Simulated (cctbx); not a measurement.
## Reading a Patterson map

Space group P-62m (no. 189), a = 6.8880 Å, b = 6.8880 Å, c = 3.5930 Å, α = 90.00°, β = 90.00°, γ = 120.00°, content Pt2 Pd1 Sc3 Al3.

The data are simulated with cctbx, not measured: Mo Kα, λ = 0.71073 Å, to d = 0.77 Å, 80 % of the full sphere, strongest reflection 70000 counts, noise from counting, a 3 % proportional error and a noise floor of 2 counts (s.d.); no absorption, some extinction.

Patterson synthesis, origin scaled to 1000:

```text
Patterson group P 6/m m m
      u       v       w   height  length (A)
  0.000   0.000   0.000   1000.0     0.00
  0.333   0.667   0.000    423.5     3.98
  0.333   0.667   0.500    403.8     4.36
  0.000   0.298   0.500     89.8     2.73
  0.000   0.383   0.000     65.3     2.64
  0.168   0.336   0.500     14.3     2.69
  0.000   0.142   0.149      9.3     1.11
  0.000   0.104   0.239      8.7     1.12
  0.164   0.582   0.000      6.5     3.58
  0.232   0.565   0.248      6.4     4.14
  0.000   0.500   0.000      5.0     3.44
  0.083   0.167   0.100      3.5     1.06
  0.000   0.000   0.300      1.4     1.08
  0.245   0.490   0.500      0.8     3.43
```

**Question.** Which atom pairs make the peaks, and where is the heaviest atom?

A peak at u stands for all pairs with xi − xj = u, with weight Σ ZiZj against Σ Z² = 16114 at the origin. Peak heights follow these weights only roughly, since form factors, motion and series ripples differ, all vectors within 0.55 Å of a peak are counted as merged into it though the farther ones add only part of their weight, and F(000) is left out, which lowers the whole map:

| u | v | w | shortest length (Å) | height | 1000 ΣZiZj/ΣZ² | pairs in the cell |
| --- | --- | --- | --- | --- | --- | --- |
| 0.333 | 0.667 | 0.000 | 3.97 | 424 | 378 | 1 × Pt–Pt |
| 0.333 | 0.667 | 0.500 | 4.36 | 404 | 445 | 2 × Pt–Pd |
| 0.000 | 0.298 | 0.500 | 2.73 | 90 | 257 | 2 × Pt–Sc, 1 × Pd–Al, 1 × Sc–Al |
| 0.000 | 0.383 | 0.000 | 2.64 | 65 | 186 | 2 × Pt–Al, 1 × Pd–Sc |

The table stops at ten peaks or at a height of 45, below which ripples compete. In the model behind the data Pt, the heaviest element, has 1 independent site: (1/3, 2/3, 0), up to an allowed shift of origin; the Pt–Pt vectors are differences of these positions and their symmetry mates. The whole model:

```
atom  mult.    x       y    z  Ueq (Å²)
 Pt1      2  1/3     2/3    0    0.0134
 Pd1      1    0       0  1/2    0.0179
 Sc1      3    0  0.6041  1/2    0.0289
 Al1      3    0  0.2695    0    0.0308
```

This is a model crystal, built by substitution and not relaxed, with assumed displacement parameters.

[Logs are printed without paths, hosts, clocks, repeated set-up lines and the standing remarks that a program may print on its own settings, such as how far it seeks lower states.]
